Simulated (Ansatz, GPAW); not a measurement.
# La/Ag(100): work function by functional and basis

Wanted: work functions and dipole of La/Ag(100), with the cost of each level.

Calculated with GPAW 26.7.0 and Ansatz 0.2.0; Ansatz plane waves; slab in vacuum with a dipole correction, relaxation; PAW set soft_1, in the first sound run; inputs show where later runs differ.

### Step 1. Set-up

The cell holds 18 atoms: 16 Ag and 2 La. Its edges and angles: a = 5.784 Å, b = 5.784 Å, c = 25.831 Å, α = 90.0°, β = 90.0°, γ = 90.0°. Vacuum lies along c.

### Step 2. Relaxing the atoms

The atoms are relaxed first, since the surface dipole, and with it the work function, follows the positions of the outer layers. The lowest 12 atoms are held at bulk positions and keep their forces.

input.yaml

```yaml
crystal:
  lattice:
    - [5.7841334701, 0.0, 0.0]
    - [0.0, 5.7841334701, 0.0]
    - [0.0, 0.0, 25.831]
  atoms:
    - { symbol: Ag, position: [0.25, 0.25, 0.3097053927] }
    - { symbol: Ag, position: [0.0, 0.0, 0.3888738338] }
    - { symbol: Ag, position: [0.25, 0.25, 0.4680422748] }
    - { symbol: Ag, position: [0.0, 0.0, 0.5472107158] }
    - { symbol: Ag, position: [0.25, 0.75, 0.3097053927] }
    - { symbol: Ag, position: [0.0, 0.5, 0.3888738338] }
    - { symbol: Ag, position: [0.25, 0.75, 0.4680422748] }
    - { symbol: Ag, position: [0.0, 0.5, 0.5472107158] }
    - { symbol: Ag, position: [0.75, 0.25, 0.3097053927] }
    - { symbol: Ag, position: [0.5, 0.0, 0.3888738338] }
    - { symbol: Ag, position: [0.75, 0.25, 0.4680422748] }
    - { symbol: Ag, position: [0.5, 0.0, 0.5472107158] }
    - { symbol: Ag, position: [0.75, 0.75, 0.3097053927] }
    - { symbol: Ag, position: [0.5, 0.5, 0.3888738338] }
    - { symbol: Ag, position: [0.75, 0.75, 0.4680422748] }
    - { symbol: Ag, position: [0.5, 0.5, 0.5472107158] }
    - { symbol: La, position: [0.0, 0.0, 0.6902946073] }
    - { symbol: La, position: [0.5, 0.5, 0.6902946073] }
kpoints:
  mp_grid: { grid: [6, 6, 1] }
hamiltonian:
  xc: pbe
  pseudopotentials: { kind: paw, azcp: { folder: soft_1 } }
scf:
  occupations: { method: fermi_dirac, width: 0.1 }
efield:
  axis: 3
  dipole_correction: true
  ramp_width: 0.05
relax:
  f_tol: 0.02
  max_steps: 60
  constraints: [{ sites: [0, 1, 2, 4, 5, 6, 8, 9, 10, 12, 13, 14] }]
output:
  write_potential: true
  write_density: true
  volumetric_format: npy
```

Run with:

```bash
$ ansatz run input.yaml --threads 4 --pin off --max-ram 8192MiB --backend cpu --events-out ev --progress --plain --runs-dir out
```

Numbers of over 12 decimals in the logs are rounded to 6 here.

The log of the run:

```text
Engine: ansatz 0.2.0, aarch64-unknown-linux-gnu
Pseudopotentials: kind: paw
Pseudopotential: Ag, paw, valence charge 19, recommended cutoff 420 eV (normal), soft_1/Ag.paw.azcp
Pseudopotential: La, paw, valence charge 11, recommended cutoff 420 eV (normal), soft_1/La.paw.azcp
Functional definition: PBE
  parameter kappa = 0.804
  parameter beta = 0.066725
  exchange = pbe_x(kappa = kappa, mu = beta*pi^2/3)
  correlation = pbe_c(beta = beta)
Crystal: 18 atoms, lattice volume = 864.207 Å³
Basis set: ecut = 420 eV, 16931 PW (Γ), exchange–correlation on 80×80×360 points (8 copies of the dense FFT grid, shifted against one another)
Bands: 196, of which v1, the nominal top of the filled ones, is band 163 counted from 1 (162 counted from 0)
Symmetry: 16 space group operations
Space group: P4mm (ITA 99), of the structure as read, at distance tolerance 9.5e-5 Å
k-points: 10 of 36
Non-local potential: Ag, projectors of the file, l = 0: 3, l = 1: 2, l = 2: 2, l = 3: 1
Non-local potential: La, projectors of the file, l = 0: 3, l = 1: 2, l = 2: 2, l = 3: 3
PAW form: soft (Blöchl's): semilocal exchange-correlation on the pseudo side does not see the compensation charge
PAW one-centre angular grid: Ag, 590 points (default); XC on 64 Gauss nodes
PAW one-centre angular grid: La, 590 points (default); XC on 64 Gauss nodes
Initial density: superposition of atomic densities (neutral atoms: chi_scale 0, normalization atom)
Initial wavefunctions: pseudopotential atomic-orbital guess
Functional: x = pbe(κ = 0.804, μ = 0.219515), c = pbe(β = 0.066725)
SCF iter   1: F=—  HF=-133948.529693 eV  |F-HF|=—  |Δ(HF+E_count)|=         —  Δρ=3.66e-2  dr2=1.58e1  ethr=3.10e-3  p=-0.000 e·Å  D=-1.79e-7 V/Å  ΔV_dip=0.00 eV  dr2_dipole=4.39e-3  V_vac-E_F(+/−)=4.62/4.62 eV  ⟨swp⟩=6.5  Hψ=7263  notcnv=0
efield: sawtooth ramp at fractional position 0.9750 (placed from the atoms, in the widest stretch of the axis that holds none; the zero of the levels goes with the place), width 0.0500; the density the first Hamiltonian is built on has a dipole p = -0.000 e·Å; the dipole correction subtracts the counter field D = -1.79e-7 V/Å, which shifts the + side's vacuum level by +0.00 eV against the − side's; the planar-averaged density in the ramp window peaks in size at 2.7e-6 e/Å³
preconditioner: auto → LDOS  [metal: Δε(μ)=0.033 eV  Ē_g=5.921 eV  σ=0.100 eV  W_gap=0.08  n_scr=174 (ndim 8)  ℏωp=17.6 eV  f_vac=0.484  D(μ)=10.54/eV (n_scr^D=48)  β→1.0]
SCF iter   2: F=—  HF=-133950.575360 eV  |F-HF|=—  |Δ(HF+E_count)|=    2.05e0  Δρ=5.28e-2  dr2=2.90e1  ethr=3.10e-3  p=0.321 e·Å  D=6.73e-2 V/Å  ΔV_dip=-1.74 eV  dr2_dipole=3.98e0  V_vac-E_F(+/−)=2.69/4.43 eV  ⟨swp⟩=3.1  Hψ=4854  notcnv=0  defer=2
SCF iter   3: F=—  HF=-133944.738101 eV  |F-HF|=—  |Δ(HF+E_count)|=    5.84e0  Δρ=7.38e-3  dr2=6.07e-1  ethr=3.10e-3  p=0.170 e·Å  D=3.55e-2 V/Å  ΔV_dip=-0.92 eV  dr2_dipole=1.66e-1  V_vac-E_F(+/−)=3.45/4.36 eV  ⟨swp⟩=2.6  Hψ=3977  notcnv=0  defer=3
SCF iter   4: F=—  HF=-133944.711158 eV  |F-HF|=—  |Δ(HF+E_count)|=   2.69e-2  Δρ=3.91e-3  dr2=1.76e-1  ethr=1.86e-4  p=0.217 e·Å  D=4.54e-2 V/Å  ΔV_dip=-1.17 eV  dr2_dipole=2.26e-2  V_vac-E_F(+/−)=3.15/4.32 eV  ⟨swp⟩=2.0  Hψ=4127  notcnv=0  defer=2
SCF iter   5: F=—  HF=-133944.685948 eV  |F-HF|=—  |Δ(HF+E_count)|=   2.52e-2  Δρ=1.52e-3  dr2=3.57e-2  ethr=5.39e-5  p=0.245 e·Å  D=5.14e-2 V/Å  ΔV_dip=-1.33 eV  dr2_dipole=4.54e-3  V_vac-E_F(+/−)=2.97/4.30 eV  ⟨swp⟩=2.0  Hψ=3100  notcnv=0  defer=2
SCF iter   6: F=—  HF=-133944.682494 eV  |F-HF|=—  |Δ(HF+E_count)|=   3.45e-3  Δρ=5.17e-4  dr2=4.77e-3  ethr=1.09e-5  p=0.258 e·Å  D=5.40e-2 V/Å  ΔV_dip=-1.39 eV  dr2_dipole=4.98e-4  V_vac-E_F(+/−)=2.89/4.28 eV  ⟨swp⟩=2.0  Hψ=3183  notcnv=0  defer=2
SCF iter   7: F=—  HF=-133944.682738 eV  |F-HF|=—  |Δ(HF+E_count)|=   2.44e-4  Δρ=2.83e-4  dr2=2.71e-3  ethr=1.46e-6  p=0.263 e·Å  D=5.52e-2 V/Å  ΔV_dip=-1.43 eV  dr2_dipole=8.61e-4  V_vac-E_F(+/−)=2.85/4.28 eV  ⟨swp⟩=2.0  Hψ=2018  notcnv=0  defer=2
SCF iter   8: F=—  HF=-133944.682788 eV  |F-HF|=—  |Δ(HF+E_count)|=   4.97e-5  Δρ=2.15e-4  dr2=1.11e-3  ethr=8.32e-7  p=0.266 e·Å  D=5.56e-2 V/Å  ΔV_dip=-1.44 eV  dr2_dipole=2.37e-4  V_vac-E_F(+/−)=2.84/4.28 eV  ⟨swp⟩=2.0  Hψ=2002  notcnv=0  defer=2
SCF iter   9: F=—  HF=-133944.682756 eV  |F-HF|=—  |Δ(HF+E_count)|=   3.20e-5  Δρ=7.13e-5  dr2=1.97e-4  ethr=3.40e-7  p=0.267 e·Å  D=5.59e-2 V/Å  ΔV_dip=-1.44 eV  dr2_dipole=5.20e-5  V_vac-E_F(+/−)=2.83/4.28 eV  ⟨swp⟩=1.1  Hψ=1960  notcnv=0  defer=2
SCF iter  10: F=—  HF=-133944.682756 eV  |F-HF|=—  |Δ(HF+E_count)|=   6.98e-7  Δρ=3.33e-5  dr2=1.90e-5  ethr=6.05e-8  p=0.268 e·Å  D=5.61e-2 V/Å  ΔV_dip=-1.45 eV  dr2_dipole=2.79e-7  V_vac-E_F(+/−)=2.83/4.28 eV  ⟨swp⟩=2.0  Hψ=2822  notcnv=0  defer=2
SCF iter  11: F=-133944.682755 eV  HF=-133944.682755 eV  |F-HF|=7.62e-8  |Δ(HF+E_count)|=   1.17e-6  Δρ=9.22e-6  dr2=1.29e-6  ethr=3.07e-9  p=0.268 e·Å  D=5.62e-2 V/Å  ΔV_dip=-1.45 eV  dr2_dipole=8.24e-9  V_vac-E_F(+/−)=2.83/4.28 eV  ⟨swp⟩=11.0  Hψ=17356  notcnv=0
SCF 1 converged in 11 iterations: F = -133944.682755 eV  dr2 = 1.29e-6
  Residual-converged pass: ⟨swp⟩=1.0  Hψ=2000  notcnv=0  max |occ|·‖R‖ = 7.0e-9 eV (tolerance 1.0e-8 eV)  dr2=1.29e-6  dr2_onsite=3.46e-8  max |Δocc| = 7.3e-11
  greatest PAW one-centre occupation: 1.001 electrons in one spin orbital (limit 2), on the Ag atom at site 14 (counted from 0), in its partial waves of l = 0
relax step   1: F+E_penalty+E_count = -133944.68275507 eV  Δ(F+E_penalty+E_count) = +0.000e0 eV  max|allowed force component| = 7.749e-1 eV/Å  Δτ_max = 0.0000 Å  (11 SCF iters, dr2 threshold 1.00e-5 eV, accepted)
Initial density: handed on by an earlier stage of this run
Initial wavefunctions: those handed on with the density
iter 1 solved again at ethr=1.86e-4 eV; its pass at ethr=3.10e-3 eV (dr2=6.06e-1 eV) is discarded
SCF iter   1: F=—  HF=-133945.228346 eV  |F-HF|=—  |Δ(HF+E_count)|=         —  Δρ=3.61e-3  dr2=6.45e-1  ethr=1.86e-4  p=0.268 e·Å  D=5.62e-2 V/Å  ΔV_dip=-1.45 eV  dr2_dipole=5.71e-2  V_vac-E_F(+/−)=2.85/4.30 eV  ⟨swp⟩=1.0  Hψ=6494  notcnv=0  defer=2
efield: sawtooth ramp at fractional position 0.9750 (handed on by an earlier solve), width 0.0500; the density the first Hamiltonian is built on has a dipole p = 0.268 e·Å; the dipole correction subtracts the counter field D = 5.62e-2 V/Å, which shifts the + side's vacuum level by -1.45 eV against the − side's; the planar-averaged density in the ramp window peaks in size at 4.6e-6 e/Å³
[...]
relax step   7: F+E_penalty+E_count = -133946.47948871 eV  Δ(F+E_penalty+E_count) = -6.182e-2 eV  max|allowed force component| = 1.188e-1 eV/Å  Δτ_max = 0.1951 Å  (8 SCF iters, dr2 threshold 8.56e-6 eV, accepted)
[...]
relax step   8: F+E_penalty+E_count = -133946.48570130 eV  Δ(F+E_penalty+E_count) = -6.213e-3 eV  max|allowed force component| = 1.951e-1 eV/Å  Δτ_max = 0.1909 Å  (8 SCF iters, dr2 threshold 2.97e-6 eV, accepted)
[...]
relax step   9: F+E_penalty+E_count = -133946.49378656 eV  Δ(F+E_penalty+E_count) = -8.085e-3 eV  max|allowed force component| = 3.100e-2 eV/Å  Δτ_max = 0.0600 Å  (6 SCF iters, dr2 threshold 1.32e-5 eV, accepted)
SCF iter   1: F=—  HF=-133946.494224 eV  |F-HF|=—  |Δ(HF+E_count)|=         —  Δρ=1.13e-4  dr2=3.75e-4  ethr=8.80e-7  p=0.251 e·Å  D=5.25e-2 V/Å  ΔV_dip=-1.36 eV  dr2_dipole=1.14e-4  V_vac-E_F(+/−)=2.82/4.18 eV  ⟨swp⟩=2.3  Hψ=3623  notcnv=0  defer=7
efield: sawtooth ramp at fractional position 0.9750 (handed on by an earlier solve), width 0.0500; the density the first Hamiltonian is built on has a dipole p = 0.251 e·Å; the dipole correction subtracts the counter field D = 5.25e-2 V/Å, which shifts the + side's vacuum level by -1.36 eV against the − side's; the planar-averaged density in the ramp window peaks in size at 3.5e-6 e/Å³
preconditioner: auto → LDOS  [metal: Δε(μ)=0.028 eV  Ē_g=6.416 eV  σ=0.100 eV  W_gap=0.07  n_scr=174 (ndim 8)  ℏωp=17.6 eV  f_vac=0.530  D(μ)=11.00/eV (n_scr^D=48)  β→1.0]
SCF iter   2: F=—  HF=-133946.494221 eV  |F-HF|=—  |Δ(HF+E_count)|=   3.13e-6  Δρ=1.38e-4  dr2=2.81e-4  ethr=1.15e-7  p=0.250 e·Å  D=5.23e-2 V/Å  ΔV_dip=-1.35 eV  dr2_dipole=1.91e-5  V_vac-E_F(+/−)=2.83/4.18 eV  ⟨swp⟩=2.0  Hψ=3794  notcnv=0  defer=7
SCF iter   3: F=—  HF=-133946.494180 eV  |F-HF|=—  |Δ(HF+E_count)|=   4.08e-5  Δρ=3.74e-5  dr2=2.37e-5  ethr=8.63e-8  p=0.250 e·Å  D=5.23e-2 V/Å  ΔV_dip=-1.35 eV  dr2_dipole=4.20e-6  V_vac-E_F(+/−)=2.83/4.18 eV  ⟨swp⟩=2.0  Hψ=3471  notcnv=0  defer=7
SCF iter   4: F=—  HF=-133946.494024 eV  |F-HF|=—  |Δ(HF+E_count)|=   1.56e-4  Δρ=1.34e-5  dr2=2.59e-6  ethr=7.28e-9  p=0.250 e·Å  D=5.23e-2 V/Å  ΔV_dip=-1.35 eV  dr2_dipole=1.73e-7  V_vac-E_F(+/−)=2.83/4.18 eV  ⟨swp⟩=2.0  Hψ=3436  notcnv=0  defer=7
SCF iter   5: F=—  HF=-133946.494024 eV  |F-HF|=—  |Δ(HF+E_count)|=   2.32e-7  Δρ=4.45e-6  dr2=5.28e-7  ethr=7.95e-10  p=0.250 e·Å  D=5.23e-2 V/Å  ΔV_dip=-1.35 eV  dr2_dipole=6.38e-9  V_vac-E_F(+/−)=2.83/4.18 eV  ⟨swp⟩=2.0  Hψ=2941  notcnv=0  defer=7
SCF iter   6: F=-133946.494024 eV  HF=-133946.494024 eV  |F-HF|=1.14e-8  |Δ(HF+E_count)|=   1.45e-7  Δρ=1.68e-6  dr2=7.17e-8  ethr=3.07e-11  p=0.250 e·Å  D=5.23e-2 V/Å  ΔV_dip=-1.35 eV  dr2_dipole=1.09e-9  V_vac-E_F(+/−)=2.83/4.18 eV  ⟨swp⟩=8.0  Hψ=14145  notcnv=0
SCF 10 converged in 6 iterations: F = -133946.494024 eV  dr2 = 7.17e-8
relax step  10: F+E_penalty+E_count = -133946.49402438 eV  Δ(F+E_penalty+E_count) = -2.378e-4 eV  max|allowed force component| = 2.207e-3 eV/Å  Δτ_max = 0.0049 Å  (6 SCF iters, accepted)
NSCF: frozen V_eff on 10 k-points
the band table was solved once a step of the walk had ended and its energy, with any forces and stress, was formed, with the checks that follow a solve (6886 applications of the Hamiltonian). They found nothing against the state; the energy, forces and stress were not computed again (output.eigenvalues in the input reference)
WARN: The output density's exchange-correlation potential varies sharply where the density is thin. Do not read a vacuum level from v_tot or v_xc, or from such a field of the output density. On a cell that repeats whose density bears no net charge and no dipole along the vacuum's axis use v_es (v_loc + v_h of the components); under efield.dipole_correction with no amplitude use v_es + v_field, which holds any externa [...]
SCF converged after 6 iterations
Free energy (F): -133946.494024 eV
Harris-Foulkes:  -133946.494024 eV  (|F-HF|=1.14e-8)
Internal energy: -133946.133070 eV  (E = F + TS)
E sigma→0 (E₀):  -133946.313547 eV
Entropy (-TS):   -0.360954 eV (-20.053 meV/atom)
Fermi energy:    4.407917 eV
Dipole field:    D = 0.052368 V/Å  (p = 0.250106 e·Å, saw-weighted, corrected)
Work function:   Φ+ = 2.8273 eV   Φ− = 4.1800 eV
Levels:          The Fermi level and band energies are counted from a zero that moves with the ramp; work functions are not
--- Per-component energies (eV) ---
  E_band       = -7904.772586
  E_kinetic    = 7844.426180
  E_local      = -528675.800210  (includes V_loc(G=0)·N_el)
  E_nonlocal   = 684.258791
  E_hartree    = 261936.553407
  E_xc         = -2819.305072
  E_vxc        = -3495.343737  (∫ρ·V_xc dr)
  E_paw        = -74124.577789  (= ΣΔE_a)
  E_vpaw       = -8158.586514  (= ΣTr[D̂ρ^β])
  E_aug_tail   = 0.005929  (compensation charges beyond the density's cutoff)
  E_efield     = 0.006549  (sawtooth field / dipole correction)
  E_vefield    = 23.217740  (∫n·V_field dr)
  E_ewald      = 201208.299145
  E_smearing   = -0.360954  (= −TS)
  E_closure    = -0.000000  (closes the sum)
  Σ components = -133946.494024   (vs F -133946.494024, Δ=0.00e0)
--- Forces (eV/Å), atoms counted from 1 ---
  atom   1  Ag     0.00000000    -0.00000000    -0.09667927
  atom   2  Ag    -0.00000000     0.00000000    -0.03423938
  atom   3  Ag     0.00000000    -0.00000000     0.17057045
  atom   4  Ag    -0.00000000     0.00000000    -0.00086749
  atom   5  Ag     0.00000000    -0.00000000    -0.09667927
  atom   6  Ag     0.00000000     0.00000000    -0.11409604
  atom   7  Ag     0.00000000     0.00000000     0.17057045
  atom   8  Ag    -0.00000000     0.00000000    -0.00074269
  atom   9  Ag     0.00000000    -0.00000000    -0.09667927
  atom  10  Ag     0.00000000     0.00000000    -0.11409604
  atom  11  Ag     0.00000000     0.00000000     0.17057045
  atom  12  Ag    -0.00000000    -0.00000000    -0.00074269
  atom  13  Ag     0.00000000    -0.00000000    -0.09667927
  atom  14  Ag    -0.00000000     0.00000000    -0.03423938
  atom  15  Ag     0.00000000    -0.00000000     0.17057045
  atom  16  Ag    -0.00000000     0.00000000    -0.00086749
  atom  17  La     0.00000000     0.00000000     0.00220718
  atom  18  La     0.00000000     0.00000000     0.00220718
  max |Σ_I F_I| component: 8.79e-5 eV/Å
--- Band table (eV; the first three rows and the last of 10) ---
  k-point 0: bands = [... 159 lower, 3.8685, 3.9956, 3.9956, 4.3036, 4.3462, 4.4208, 4.5271, 4.6071, ... 29 higher]
  k-point 1: bands = [... 159 lower, 3.9989, 4.0480, 4.2273, 4.4217, 4.4479, 4.5248, 4.6238, 4.7966, ... 29 higher]
  k-point 2: bands = [... 159 lower, 3.9757, 4.3371, 4.4897, 4.4903, 4.7271, 4.7800, 4.8727, 4.9353, ... 29 higher]
  k-point 9: bands = [... 159 lower, 2.5510, 3.6726, 3.6726, 3.9427, 3.9427, 4.5950, 4.5950, 4.7353, ... 29 higher]
--- Relaxed structure (10 steps of the walk, 10 accepted, 0 SCFs on fresh bases) ---
  F+E_penalty+E_count = -133946.49402438 eV   max|allowed force component| = 2.207e-3 eV/Å
  atoms:
    - { symbol: Ag, position: [0.25, 0.25, 0.3097053927] }
    - { symbol: Ag, position: [0.0, 0.0, 0.3888738338] }
    - { symbol: Ag, position: [0.25, 0.25, 0.4680422748] }
    - { symbol: Ag, position: [0, 0, 0.542244] }
    - { symbol: Ag, position: [0.25, 0.75, 0.3097053927] }
    - { symbol: Ag, position: [0.0, 0.5, 0.3888738338] }
    - { symbol: Ag, position: [0.25, 0.75, 0.4680422748] }
    - { symbol: Ag, position: [0, 0.5, 0.584790] }
    - { symbol: Ag, position: [0.75, 0.25, 0.3097053927] }
    - { symbol: Ag, position: [0.5, 0.0, 0.3888738338] }
    - { symbol: Ag, position: [0.75, 0.25, 0.4680422748] }
    - { symbol: Ag, position: [0.5, 0, 0.584790] }
    - { symbol: Ag, position: [0.75, 0.75, 0.3097053927] }
    - { symbol: Ag, position: [0.5, 0.5, 0.3888738338] }
    - { symbol: Ag, position: [0.75, 0.75, 0.4680422748] }
    - { symbol: Ag, position: [0.5, 0.5, 0.542244] }
    - { symbol: La, position: [0, 0, 0.652522] }
    - { symbol: La, position: [0.5, 0.5, 0.652522] }
```

Run time: 8.1 min. Hardware: 4 threads of Arm Neoverse V2, shared host; peak memory 3.6 GiB.

The steps of the relaxation:

| step | energy less that of the first step (eV) | largest force component (eV/Å) |
| --- | --- | --- |
| 1 | 0.0000 | 0.7749 |
| 2 | -0.4787 | 0.8475 |
| 3 | -0.8790 | 0.7957 |
| 4 | -1.1976 | 0.5811 |
| 5 | -1.5147 | 0.4391 |
| 6 | -1.7349 | 0.2016 |
| 7 | -1.7967 | 0.1188 |
| 8 | -1.8029 | 0.1951 |
| 9 | -1.8110 | 0.0310 |
| 10 | -1.8113 | 0.0022 |

Forces are held to the 16 operations that the run works with; a distortion that breaks them can't arise in this run.

The atoms that moved most (Å):

```
atom     dx     dy      dz  length
La18  0.000  0.000  -0.976   0.976
La17  0.000  0.000  -0.976   0.976
 Ag8  0.000  0.000   0.971   0.971
Ag12  0.000  0.000   0.971   0.971
Ag16  0.000  0.000  -0.128   0.128
 Ag4  0.000  0.000  -0.128   0.128
```

Numbers from this step:

- free energy: -133946.4940 eV
- smearing term TS: 0.3610 eV
- symmetry operations: 16
- upper work function: 2.827 eV
- lower work function: 4.180 eV
- dipole along the normal: 0.2501 e·Å
- dipole field: 0.05237 V/Å
- vacuum level above: 7.235 eV
- vacuum level below: 8.588 eV

Table of electrostatic potential energy of an electron (with the applied field's), less the Fermi level, planar mean by z:

z (Å), electrostatic potential energy of an electron (with the applied field's), less the Fermi level, planar mean (eV) and a bar from the least value:
```
      0.0       3.50 ############################
      0.5       4.03 ##############################
      1.0       4.18 ##############################
      1.5       4.18 ##############################
      2.0       4.18 ##############################
      2.5       4.18 ##############################
      3.0       4.18 ##############################
      3.5       4.18 ##############################
      4.0       4.18 ##############################
      4.5       4.17 ##############################
      5.0       4.16 ##############################
      5.5       4.12 ##############################
      6.0       3.96 #############################
      6.5       3.37 ############################
      7.0       0.97 ######################
      7.5      -6.27 #####
      8.0      -8.17 
      8.5      -6.48 ####
      9.0      -1.16 #################
      9.5      -6.19 #####
     10.0      -8.36 
     10.5      -7.07 ###
     11.0      -1.32 #################
     11.5      -5.54 #######
     12.0      -8.27 
     12.5      -7.42 ##
     13.0      -1.39 #################
     13.5      -1.84 ################
     14.0      -3.08 #############
     14.5      -5.60 #######
     15.0      -3.86 ###########
     15.5      -3.61 ###########
     16.0      -4.03 ##########
     16.5      -7.38 ##
     17.0      -7.89 #
     17.5      -5.51 #######
     18.0      -0.71 ##################
     18.5       1.28 #######################
     19.0       2.13 #########################
     19.5       2.52 ##########################
     20.0       2.70 ##########################
     20.5       2.77 ###########################
     21.0       2.80 ###########################
     21.5       2.82 ###########################
     22.0       2.82 ###########################
     22.5       2.83 ###########################
     23.0       2.83 ###########################
     23.5       2.83 ###########################
     24.0       2.83 ###########################
     24.5       2.83 ###########################
     25.0       2.83 ###########################
     25.5       3.16 ############################
```

The valence density, planar mean oscillates, so the rows of the table below give means over windows of 2.01 Å about each position, cut where the curve ends. Its maxima inside the range that stand out by 2 % of the span (Å: e/Å³): 8.0: 2.30, 10.0: 2.32, 12.1: 2.31, 14.1: 1.21, 15.1: 1.23, 16.8: 0.389. Its minima: 9.0: 0.264, 11.0: 0.266, 13.1: 0.242, 14.5: 0.805, 16.1: 0.270.

Table of valence density, planar mean by z; means over each step:

z (Å), valence density, planar mean (e/Å³) and a bar:
```
     3.01       0.00 
     5.02       0.00 
     7.03       0.61 #################
     9.04       1.09 ##############################
    11.05       1.09 ##############################
    13.06       0.93 #########################
    15.07       0.83 #######################
    17.08       0.28 ########
    19.09       0.01 
    21.10       0.00 
    23.11       0.00
```

The relaxation lowered the energy of the cell by 1.81 eV.

(Part 1 of 3 ends here.)

[Logs are printed without paths, hosts, clocks, repeated set-up lines and the standing remarks that a program may print on its own settings, such as how far it seeks lower states.]

[Hosts, paths, dates, database ids (printed as entryN), source tags and the programs' standing remarks are cut or masked in the printed files.]
